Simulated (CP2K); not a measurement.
Two runs for the N K edge of nitrogen trifluoride. Run A: CP2K XAS_TDP, all-electron GAPW, PBEh(45%), aug-cc-pVTZ, TDA, no relativity. Run B differs in one setting.

First lines with a strength over 0.0015. A:

| atom | energy (eV) | states | strength, one atom |
| --- | --- | --- | --- |
| N2 (bonded to 3 F) | 400.77 | 1 | 0.0991 |
|  | 400.82 | 1 | 0.0991 |
|  | 401.92 | 1 | 0.0611 |
|  | 407.98 | 1 | 0.0023 |
|  | 409.05 | 1 | 0.0019 |

B:

| atom | energy (eV) | states | strength, one atom |
| --- | --- | --- | --- |
| N2 (bonded to 3 F) | 404.96 | 1 | 0.1078 |
|  | 405.01 | 1 | 0.1078 |
|  | 406.46 | 1 | 0.0655 |
|  | 414.06 | 1 | 0.0034 |
|  | 415.37 | 2 | 0.0040 |

Q: Which was it: the basis, the functional, GW2X switched on, scalar relativity switched on?

The functional (functional from PBEh(45%) to PBEh(60%); the lines alone don't name the new value). A functional moves all lines by electronvolts and changes their spacings and strengths. Against PBEh(45%) in aug-cc-pVTZ, the leading line moves by +4.19 eV, to 404.96 eV; the strength of N2's goes from 0.0991 to 0.1078.

[Hosts, paths, dates, database ids (printed as entryN), source tags and the programs' standing remarks are cut or masked in the printed files.]
